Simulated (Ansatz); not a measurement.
# Cs on Al(111): change of the work function, part 3 of 3

Wanted: Δφ(θ) for Cs/Al(111), starting from the fcc site.

Ansatz 0.2.0; plane-wave DFT, PBE, Ansatz PAW.

So far, work function, upper face (eV): step 2 (the clean slab) 4.02; step 3 (37 atoms, coverage 0.111 ML, cell 3x3) 1.52.

### Step 4. Adsorbate added, k-mesh 6×6×1, coverage 0.25 ML

System of this step: Cs/Al(111). The cell holds 17 atoms: 16 Al and 1 Cs. Cell: a = 5.728 Å, b = 5.728 Å, c = 28.334 Å, α = 90.0°, β = 90.0°, γ = 60.0°. Vacuum lies along c.

Another coverage, to see how the dipoles act on each other as their distance changes.

File input.yaml:

```yaml
crystal:
  lattice:
    - [5.7275649276, 0.0, 0.0]
    - [2.8637824638, 4.9602167292, 0.0]
    - [0.0, 0.0, 28.333914194]
  atoms:
    - { symbol: Al, position: [0.0, 0.0, 0.3176405469] }
    - { symbol: Al, position: [0.1666666667, 0.1666666667, 0.4001659817] }
    - { symbol: Al, position: [0.3333333333, 0.3333333333, 0.4808357789] }
    - { symbol: Al, position: [0.0, 0.0, 0.5631947678] }
    - { symbol: Al, position: [0.0, 0.5, 0.3176405469] }
    - { symbol: Al, position: [0.1666666667, 0.6666666667, 0.4001659817] }
    - { symbol: Al, position: [0.3333333333, 0.8333333333, 0.4808357789] }
    - { symbol: Al, position: [0.0, 0.5, 0.5631947678] }
    - { symbol: Al, position: [0.5, 0.0, 0.3176405469] }
    - { symbol: Al, position: [0.6666666667, 0.1666666667, 0.4001659817] }
    - { symbol: Al, position: [0.8333333333, 0.3333333333, 0.4808357789] }
    - { symbol: Al, position: [0.5, 0.0, 0.5631947678] }
    - { symbol: Al, position: [0.5, 0.5, 0.3176405469] }
    - { symbol: Al, position: [0.6666666667, 0.6666666667, 0.4001659817] }
    - { symbol: Al, position: [0.8333333333, 0.8333333333, 0.4808357789] }
    - { symbol: Al, position: [0.5, 0.5, 0.5631947678] }
    - { symbol: Cs, position: [0.1666666667, 0.1666666667, 0.6823594531] }
kpoints:
  mp_grid: { grid: [6, 6, 1] }
hamiltonian:
  xc: pbe
scf:
  occupations: { method: fermi_dirac, width: 0.1 }
  convergence: { dr2_threshold: 1.0e-08 }
efield:
  axis: 3
  dipole_correction: true
  ramp_position: 0.97
  ramp_width: 0.06
relax:
  f_tol: 0.02
  max_steps: 60
  constraints: [{ sites: [0, 1, 4, 5, 8, 9, 12, 13] }]
output:
  dos: { projected: true, e_range: [-8, 4] }
  write_potential: true
  write_density: true
  volumetric_format: npy
  elf: true
```

Started as:

```
> ansatz run input.yaml --threads 2 --pin off --max-ram 4096MiB --backend cpu --events-out ev --progress --plain --runs-dir out
```

Standard output:

```text
[...]
Crystal: 17 atoms, lattice volume = 804.965 Å³
Basis set: ecut = 420 eV, 15839 PW (Γ), exchange–correlation on 80×80×384 points (8 copies of the dense FFT grid, shifted against one another)
Bands: 46, of which v1, the nominal top of the filled ones, is band 29 counted from 1 (28 counted from 0)
Symmetry: 6 space group operations
[...]
k-points: 7 of 36 (time reversal used)
[...]
SCF iter   1: F=—  HF=-14268.581590 eV  |F-HF|=—  |Δ(HF+E_count)|=         —  Δρ=1.69e-3  dr2=4.64e-1  ethr=1.77e-3  p=0.363 e·Å  D=8.15e-2 V/Å  ΔV_dip=-2.31 eV  dr2_dipole=2.37e-1  V_vac-E_F(+/−)=1.67/3.98 eV  ⟨swp⟩=18.9  Hψ=3191  notcnv=0  defer=2
[...]
SCF iter   9: F=-14268.544440 eV  HF=-14268.544440 eV  |F-HF|=5.90e-9  |Δ(HF+E_count)|=   2.62e-8  Δρ=5.33e-7  dr2=9.90e-9  ethr=1.75e-11  p=0.328 e·Å  D=7.37e-2 V/Å  ΔV_dip=-2.09 eV  dr2_dipole=7.12e-11  V_vac-E_F(+/−)=1.94/4.03 eV  ⟨swp⟩=12.4  Hψ=2782  notcnv=0
SCF 1 converged in 9 iterations: F = -14268.544440 eV  dr2 = 9.90e-9
[...]
relax step   1: F+E_penalty+E_count = -14268.54443992 eV  Δ(F+E_penalty+E_count) = +0.000e0 eV  max|allowed force component| = 1.753e-1 eV/Å  Δτ_max = 0.0000 Å  (9 SCF iters, accepted)
[...]
SCF iter   1: F=—  HF=-14268.556323 eV  |F-HF|=—  |Δ(HF+E_count)|=         —  Δρ=4.10e-4  dr2=5.30e-3  ethr=6.63e-6  p=0.328 e·Å  D=7.37e-2 V/Å  ΔV_dip=-2.09 eV  dr2_dipole=1.95e-4  V_vac-E_F(+/−)=1.94/4.03 eV  ⟨swp⟩=2.9  Hψ=1129  notcnv=0
[...]
eigensolver tolerance schedule calibrated: the retry pair's looser diagonalisation under-reported the residual by θ = 0.29 (0.11/decade); ethr = c·dr2/N_el runs at the constant in force after the calibration composes with the one it found (an armed cap, an earlier calibration), c = 8.6e-2
[...]
SCF iter   2: F=—  HF=-14268.555396 eV  |F-HF|=—  |Δ(HF+E_count)|=   9.28e-4  Δρ=1.94e-4  dr2=7.29e-4  ethr=6.63e-6  p=0.329 e·Å  D=7.39e-2 V/Å  ΔV_dip=-2.10 eV  dr2_dipole=4.09e-5  V_vac-E_F(+/−)=1.93/4.03 eV  ⟨swp⟩=2.3  Hψ=478  notcnv=0
[...]
SCF iter   7: F=-14268.555436 eV  HF=-14268.555436 eV  |F-HF|=2.94e-9  |Δ(HF+E_count)|=   2.68e-8  Δρ=4.51e-7  dr2=5.36e-9  ethr=1.51e-11  p=0.330 e·Å  D=7.41e-2 V/Å  ΔV_dip=-2.10 eV  dr2_dipole=1.06e-9  V_vac-E_F(+/−)=1.93/4.03 eV  ⟨swp⟩=8.9  Hψ=2301  notcnv=0
SCF 2 converged in 7 iterations: F = -14268.555436 eV  dr2 = 5.36e-9
relax step   2: F+E_penalty+E_count = -14268.55543608 eV  Δ(F+E_penalty+E_count) = -1.100e-2 eV  max|allowed force component| = 7.988e-2 eV/Å  Δτ_max = 0.0548 Å  (7 SCF iters, accepted)
SCF iter   1: F=—  HF=-14268.559618 eV  |F-HF|=—  |Δ(HF+E_count)|=         —  Δρ=3.31e-4  dr2=2.77e-3  ethr=8.50e-5  p=0.330 e·Å  D=7.41e-2 V/Å  ΔV_dip=-2.10 eV  dr2_dipole=5.77e-4  V_vac-E_F(+/−)=1.93/4.03 eV  ⟨swp⟩=3.4  Hψ=826  notcnv=0
[...]
SCF iter   9: F=-14268.559364 eV  HF=-14268.559364 eV  |F-HF|=4.00e-9  |Δ(HF+E_count)|=  3.07e-10  Δρ=1.15e-7  dr2=2.40e-9  ethr=1.75e-11  p=0.334 e·Å  D=7.51e-2 V/Å  ΔV_dip=-2.13 eV  dr2_dipole=2.17e-9  V_vac-E_F(+/−)=1.90/4.03 eV  ⟨swp⟩=8.7  Hψ=1824  notcnv=0
SCF 3 converged in 9 iterations: F = -14268.559364 eV  dr2 = 2.40e-9
relax step   3: F+E_penalty+E_count = -14268.55936390 eV  Δ(F+E_penalty+E_count) = -3.928e-3 eV  max|allowed force component| = 2.559e-2 eV/Å  Δτ_max = 0.0509 Å  (9 SCF iters, accepted)
SCF iter   1: F=—  HF=-14268.559530 eV  |F-HF|=—  |Δ(HF+E_count)|=         —  Δρ=7.20e-5  dr2=2.62e-4  ethr=2.49e-6  p=0.334 e·Å  D=7.51e-2 V/Å  ΔV_dip=-2.13 eV  dr2_dipole=4.27e-7  V_vac-E_F(+/−)=1.90/4.03 eV  ⟨swp⟩=2.7  Hψ=755  notcnv=0
[...]
SCF iter   6: F=-14268.559609 eV  HF=-14268.559609 eV  |F-HF|=2.83e-9  |Δ(HF+E_count)|=   2.01e-9  Δρ=1.90e-7  dr2=2.80e-9  ethr=1.75e-11  p=0.335 e·Å  D=7.54e-2 V/Å  ΔV_dip=-2.14 eV  dr2_dipole=1.59e-9  V_vac-E_F(+/−)=1.89/4.03 eV  ⟨swp⟩=9.0  Hψ=2259  notcnv=0
SCF 4 converged in 6 iterations: F = -14268.559609 eV  dr2 = 2.80e-9
relax step   4: F+E_penalty+E_count = -14268.55960873 eV  Δ(F+E_penalty+E_count) = -2.448e-4 eV  max|allowed force component| = 7.429e-3 eV/Å  Δτ_max = 0.0151 Å  (6 SCF iters, accepted)
[...]
WARN: The output density's exchange-correlation potential varies sharply where the density is thin. Do not read a vacuum level from v_tot or v_xc, or from such a field of the output density. On a cell that repeats whose density bears no net charge and no dipole along the vacuum's axis use v_es (v_loc + v_h of the components); under efield.dipole_correction with no amplitude use v_es + v_field, which holds any externa [...]
SCF converged after 6 iterations
Free energy (F): -14268.559609 eV
[...]
Internal energy: -14268.301215 eV  (E = F + TS)
E sigma→0 (E₀):  -14268.430412 eV
Entropy (-TS):   -0.258394 eV (-15.200 meV/atom)
Fermi energy:    1.335591 eV
Dipole field:    D = 0.075395 V/Å  (p = 0.335396 e·Å, saw-weighted, corrected)
Work function:   Φ+ = 1.8911 eV   Φ− = 4.0275 eV
[...]
--- Forces (eV/Å), atoms counted from 1 ---
  atom   1  Al     0.01418586     0.00819021    -0.00084079
  atom   2  Al     0.00000000    -0.00000000     0.00222133
  atom   3  Al     0.00006031     0.00003482    -0.00113560
  atom   4  Al    -0.00001428    -0.00000824     0.00257811
  atom   5  Al     0.00000000    -0.01638042    -0.00084079
  atom   6  Al    -0.00204783     0.00118231    -0.00752442
  atom   7  Al     0.00000000    -0.00006964    -0.00113560
  atom   8  Al     0.00000000     0.00001648     0.00257811
  atom   9  Al    -0.01418586     0.00819021    -0.00084079
  atom  10  Al    -0.00000000    -0.00236463    -0.00752442
  atom  11  Al    -0.00006031     0.00003482    -0.00113560
  atom  12  Al     0.00001428    -0.00000824     0.00257811
  atom  13  Al     0.00000000    -0.00000000     0.02553760
  atom  14  Al     0.00204783     0.00118231    -0.00752442
  atom  15  Al    -0.00000000     0.00000000    -0.00082307
  atom  16  Al     0.00000000     0.00000000     0.00122636
  atom  17  Cs     0.00000000    -0.00000000    -0.00742876
  max |Σ_I F_I| component: 3.47e-5 eV/Å
--- Band table (eV; the first three rows and the last of 7) ---
  k-point 0: bands = [... 25 lower, -0.6570, -0.6570, 0.4412, 1.1419, 1.1419, 1.1880, 1.3202, 1.3798, ... 13 higher]
  k-point 1: bands = [... 25 lower, 0.1181, 0.1280, 0.5665, 0.5789, 0.6520, 1.1238, 1.4680, 1.7574, ... 13 higher]
  k-point 2: bands = [... 25 lower, 0.3104, 0.9102, 1.1548, 1.5487, 1.5498, 1.8680, 1.9636, 2.1222, ... 13 higher]
  k-point 6: bands = [... 25 lower, 0.6609, 0.6936, 1.6114, 2.2066, 2.2670, 2.4376, 2.6703, 2.7470, ... 13 higher]
--- Relaxed structure (4 steps of the walk, 4 accepted, 0 SCFs on fresh bases) ---
  F+E_penalty+E_count = -14268.55960873 eV   max|allowed force component| = 7.429e-3 eV/Å
  atoms:
    - { symbol: Al, position: [-1.795949e-17, -1.795949e-17, 0.317641] }
    - { symbol: Al, position: [0.166667, 0.166667, 0.4001659817] }
    - { symbol: Al, position: [0.334404, 0.334404, 0.481074] }
    - { symbol: Al, position: [-0.00107748, -0.00107748, 0.562091] }
    - { symbol: Al, position: [0.0, 0.500000, 0.317641] }
    - { symbol: Al, position: [0.166667, 0.666667, 0.4001659817] }
    - { symbol: Al, position: [0.334404, 0.831191, 0.481074] }
    - { symbol: Al, position: [-0.00107748, 0.502155, 0.562091] }
    - { symbol: Al, position: [0.500000, -1.795949e-17, 0.317641] }
    - { symbol: Al, position: [0.666667, 0.166667, 0.4001659817] }
    - { symbol: Al, position: [0.831191, 0.334404, 0.481074] }
    - { symbol: Al, position: [0.502155, -0.00107748, 0.562091] }
    - { symbol: Al, position: [0.500000, 0.500000, 0.317641] }
    - { symbol: Al, position: [0.666667, 0.666667, 0.4001659817] }
    - { symbol: Al, position: [0.833333, 0.833333, 0.480628] }
    - { symbol: Al, position: [0.500000, 0.500000, 0.567024] }
    - { symbol: Cs, position: [0.166667, 0.166667, 0.679485] }
```

It took 57 s on 2 threads of Arm Neoverse V1, shared host; peak memory 0.97 GiB; 1.9 min of CPU time.

Step by step:

| step | energy less that of the first step (eV) | largest force component (eV/Å) |
| --- | --- | --- |
| 1 | 0.0000 | 0.1753 |
| 2 | -0.0110 | 0.0799 |
| 3 | -0.0149 | 0.0256 |
| 4 | -0.0152 | 0.0074 |

The run keeps the 6 symmetry operations that the program found, so distortions that break them were not tested.

The atoms that moved most (Å):

| atom | dx | dy | dz | length |
| --- | --- | --- | --- | --- |
| Al16 | 0.000 | 0.000 | 0.108 | 0.108 |
| Cs17 | 0.000 | 0.000 | -0.081 | 0.081 |
| Al4 | -0.009 | -0.005 | -0.031 | 0.033 |
| Al12 | 0.009 | -0.005 | -0.031 | 0.033 |
| Al8 | 0.000 | 0.011 | -0.031 | 0.033 |
| Al11 | -0.009 | 0.005 | 0.007 | 0.013 |
| Al7 | 0.000 | -0.011 | 0.007 | 0.013 |
| Al3 | 0.009 | 0.005 | 0.007 | 0.013 |

The relaxed structure:

```
Al Cs
1.0
     5.72756    0.00000    0.00000
     2.86378    4.96022    0.00000
     0.00000    0.00000   28.33391
Al Cs
16 1
Direct
  0.00000 0.00000 0.31764
  0.16667 0.16667 0.40017
  0.33440 0.33440 0.48107
  0.99892 0.99892 0.56209
  0.00000 0.50000 0.31764
  0.16667 0.66667 0.40017
  0.33440 0.83119 0.48107
  0.99892 0.50215 0.56209
  0.50000 0.00000 0.31764
  0.66667 0.16667 0.40017
  0.83119 0.33440 0.48107
  0.50215 0.99892 0.56209
  0.50000 0.50000 0.31764
  0.66667 0.66667 0.40017
  0.83333 0.83333 0.48063
  0.50000 0.50000 0.56702
  0.16667 0.16667 0.67949
```

Read from the output:

```yaml
energy_at_zero_smearing: -14268.4304 eV
work_function_upper_face: 1.891 eV
work_function_lower_face: 4.027 eV
dipole_along_the_normal: 0.3354 e·Å
step_between_the_vacuum_levels: -2.136 eV
```

Running mean over 2.338 Å of the planar mean; the ramp of the sawtooth is left out. Electron's electrostatic potential energy less the Fermi level against z:

| z (Å) | electron's electrostatic potential energy less the Fermi level (eV) |
| --- | --- |
| 3.5 | 4.03 |
| 4.0 | 4.03 |
| 4.5 | 4.02 |
| 5.0 | 4.02 |
| 5.5 | 4.00 |
| 6.0 | 3.93 |
| 6.5 | 3.70 |
| 7.0 | 2.92 |
| 7.5 | 1.01 |
| 8.0 | -1.36 |
| 8.5 | -3.46 |
| 9.0 | -4.40 |
| 9.5 | -4.55 |
| 10.0 | -4.57 |
| 10.5 | -4.59 |
| 11.0 | -4.60 |
| 11.5 | -4.64 |
| 12.0 | -4.76 |
| 12.5 | -4.79 |
| 13.0 | -4.75 |
| 13.5 | -4.64 |
| 14.0 | -4.62 |
| 14.5 | -4.61 |
| 15.0 | -4.59 |
| 15.5 | -4.55 |
| 16.0 | -4.36 |
| 16.5 | -3.44 |
| 17.0 | -1.66 |
| 17.5 | -0.234 |
| 18.0 | 0.181 |
| 18.5 | -0.630 |
| 19.0 | -1.56 |
| 19.5 | -1.84 |
| 20.0 | -1.34 |
| 20.5 | -0.405 |
| 21.0 | 0.591 |
| 21.5 | 1.27 |
| 22.0 | 1.56 |
| 22.5 | 1.71 |
| 23.0 | 1.79 |
| 23.5 | 1.84 |
| 24.0 | 1.86 |
| 24.5 | 1.88 |
| 25.0 | 1.88 |

The density of states has structure finer than the step of the table below, so its rows give means over 0.25 eV. Peaks (eV: height): -4.690: 18.2, -3.820: 13.9, -3.730: 13.3, -2.890: 15.1, -1.500: 15.3, 0.990: 14.4, 1.710: 23.4.

Table of density of states by energy, zero at the Fermi level; means over each step:

| energy (eV) | density of states (states/eV a cell) |
| --- | --- |
| -7.75 | 4.54 |
| -7.50 | 4.59 |
| -7.25 | 3.19 |
| -7.00 | 2.88 |
| -6.75 | 2.66 |
| -6.50 | 5.60 |
| -6.25 | 4.61 |
| -6.00 | 4.71 |
| -5.75 | 3.04 |
| -5.50 | 4.53 |
| -5.25 | 3.35 |
| -5.00 | 5.95 |
| -4.75 | 9.60 |
| -4.50 | 2.82 |
| -4.25 | 2.46 |
| -4.00 | 3.87 |
| -3.75 | 9.52 |
| -3.50 | 4.59 |
| -3.25 | 6.05 |
| -3.00 | 7.01 |
| -2.75 | 5.45 |
| -2.50 | 7.05 |
| -2.25 | 7.58 |
| -2.00 | 3.61 |
| -1.75 | 6.43 |
| -1.50 | 7.40 |
| -1.25 | 5.47 |
| -1.00 | 6.40 |
| -0.75 | 7.23 |
| -0.50 | 9.15 |
| -0.25 | 7.62 |
| 0.00 | 7.42 |
| 0.25 | 8.93 |
| 0.50 | 10.4 |
| 0.75 | 9.09 |
| 1.00 | 9.88 |
| 1.25 | 9.17 |
| 1.50 | 9.31 |
| 1.75 | 10.4 |

Projected DOS per atom over height of the atomic layer and energy from the Fermi level. Layers: Al4 Al4 Al4 Al4 Cs from below.

Ten even steps from '0' (0.00 states/eV) to '9' (1.06 states/eV), each cell a mean:
```
42342
33332
43357
53359
43345
53353
33330
33340
32230
43340
34430
32230
43340
11110
33330
32230
21120
22220
23320
11110
12210
22220
```
Columns: height of the atomic layer (Å) from 9 to 19.3 (not evenly spaced); rows upwards: energy from the Fermi level (eV) from -7.96 to 1.95.

Electrostatic potential energy in the ca plane at fractional y = 0.167, with atoms of Al and Cs within 0.2 Å of it. With pseudopotentials it is smooth inside the atoms' cores, unlike the true potential.

Ten even steps from '0' (-21 eV) to '9' (4 eV), each cell a mean:
```
68887788874347875346899987557889999999999999
68887788874347875346899998888899999999999999
78863357876568887667999999999999999999999999
88622325888889998889999999999999999999999999
98425623799999999999999999999999999999999999
88524524898889999889999999999999999999999999
88742236887778987778999999999999999999999999
78876678875457886457899999989999999999999999
68988889864347875346899988778899999999999999
78876678875457886457899874224789999999999999
88742236887778988778999730000478999999999999
88524524898899999899998600000168999999999999
98425623799999999999998500000168999999999999
88622325888889998889998610000268999999999999
78863357886568887667999851002588999999999999
```
Columns run along c (16.0 Å, from fractional 0.34 to 0.91 of the cell; values clipped at the 3rd and 97th percentile), rows up along a (5.7 Å). Atoms in or near the plane, at fractional coordinates: Al at (0.40, 0.17), Al at (0.40, 0.67), Cs at (0.68, 0.17).

ELF in the ca plane at fractional y = 0.167, with atoms of Al and Cs within 0.2 Å of it. It is the smooth field of the valence electrons, not physical close to the nuclei.

Ten even steps from '0' (0.01) to '9' (0.88), each cell a mean:
```
55566665555567666677741137898631000011000000
55566665555567666677752002343100000111000000
65665566666666556778752100000000011111000000
56641136766654335677643100000000112211000000
56621216766543234677643110000011222211000000
56630116766643334677643110000001122211000000
66653246666665445777653100000000011211000000
55566666566666666677752000121000001111000000
55566665555567766677751024676410000111000000
55566666566666666677641169999741000011000000
66653256666665445777621499889973000001000000
56620116766543234677521697228985100001000000
56621216766543224676511796007985100001000000
56641036766654335677521599559984100001000000
65665566666666556777630389999962000011000000
```
Columns run along c (16.0 Å, from fractional 0.34 to 0.91 of the cell), rows up along a (5.7 Å). Atoms in or near the plane, at fractional coordinates: Al at (0.40, 0.17), Al at (0.40, 0.67), Cs at (0.68, 0.17).

Valence density in the ca plane at fractional y = 0.167, with atoms of Al and Cs within 0.2 Å of it. It is the smooth field of the valence electrons, not physical close to the nuclei.

Values in units of 1e-1 e/Å³, 8 rows by 16 columns, each cell a mean:
```
1.8 1.9 1.8 1.9 2.1 2.0 2.0 1.2 0.5 1.8 1.2 0.1 0.0 0.0 0.0 0.0
1.9 1.8 1.9 2.0 1.9 1.7 2.0 1.1 0.3 0.2 0.1 0.0 0.0 0.0 0.0 0.0
1.9 1.1 1.6 2.0 1.6 1.3 1.8 1.0 0.2 0.1 0.1 0.0 0.0 0.0 0.0 0.0
1.9 1.8 1.9 2.0 1.9 1.6 2.0 1.1 0.3 0.2 0.1 0.0 0.0 0.0 0.0 0.0
1.8 1.9 1.8 1.9 2.1 2.0 2.0 1.2 0.5 1.5 1.0 0.1 0.0 0.0 0.0 0.0
1.9 1.8 1.9 2.0 1.9 1.7 2.0 1.2 1.9 8.6 6.4 0.5 0.0 0.0 0.0 0.0
1.9 1.1 1.6 1.9 1.6 1.3 1.7 1.0 3.6 6.4 8.1 0.9 0.0 0.0 0.0 0.0
1.9 1.8 1.9 2.0 1.9 1.6 2.0 1.1 2.1 8.9 6.8 0.5 0.0 0.0 0.0 0.0
```
Columns run along c (16.0 Å, from fractional 0.34 to 0.91 of the cell), rows up along a (5.7 Å). Atoms in or near the plane, at fractional coordinates: Al at (0.40, 0.17), Al at (0.40, 0.67), Cs at (0.68, 0.17).

The relaxation took 4 steps and lowered the energy by 0.015 eV; the largest force on the free atoms ends at 0.0074 eV/Å.

By hand: a sheet of dipoles makes a step −p/(ε₀A) in the electron's potential. With e/ε₀ = 180.95 V·Å, p = 0.3354 e·Å and A = 28.41 Å², that is −180.95 × (0.3354) / 28.41 = -2.136 eV, and the two vacuum levels of the run differ by -2.136 eV.

The covered face has 1.89 eV, -2.13 eV against the clean one; the bare back face has moved by +0.01 eV, a measure of how thin the slab is.

### Step 5. Work function against coverage

This step: plane-wave DFT, PBE, Ansatz PAW; work function against coverage (Ansatz 0.2.0).

The runs are now put side by side.

This step gave:

```
work function of the clean face     : 4.021 eV
largest change of the work function : -2.499 eV
```

Table of work function of the covered face by coverage:

| coverage (adsorbates/nm²) | work function of the covered face (eV) |
| --- | --- |
| 0.00 | 4.02 |
| 1.56 | 1.52 |
| 3.52 | 1.89 |

The dipole per adsorbate comes from the change of the cell's dipole. Coverage, by row:

| coverage (1/nm²) | coverage (ML) | work function (eV) | change (eV) | dipole per adsorbate, positive end outwards (debye) | mean height of the added atoms over the highest substrate atom (Å) |
| --- | --- | --- | --- | --- | --- |
| 1.564 | 0.1111 | 1.522 | -2.499 | 4.34 | 3.166 |
| 3.52 | 0.25 | 1.891 | -2.129 | 1.612 | 3.186 |

### Step 6. Summary of results

```json
{"work function of the clean face": "4.02 eV", "work function at 0.11 ML": "1.52 eV", "work function at 0.25 ML": "1.89 eV", "dipole per adsorbate at 0.11 ML, positive end outwards": "4.34 D"}
```

**Reading.** Cs lowers the work function of Al(111) at the lowest coverage, by 2.50 eV: the adsorbate layer has its positive end outwards. The slab has 4 layers, at the tabulated experimental lattice constant, one starting site was run, and quantum-size effects of a slab this thin can reach one or two tenths of an eV.

[Long decimals in the printed logs are rounded to 6 places.]

[Logs are printed without paths, hosts, clocks, repeated set-up lines and the standing remarks that a program may print on its own settings, such as how far it seeks lower states.]

[Hosts, paths, dates, database ids (printed as entryN), source tags and the programs' standing remarks are cut or masked in the printed files.]

[Maps of the electrostatic potential energy from Ansatz leave out the sawtooth potential of an applied field or a dipole correction, so their vacuum need not be flat; planar profiles and work functions include it.]

[The density of states shown here was stored with 400 of the rows of the run's finer table, so its peaks can read low, often by over a quarter, or be missed, and its means over a window can be off by a tenth or more.]
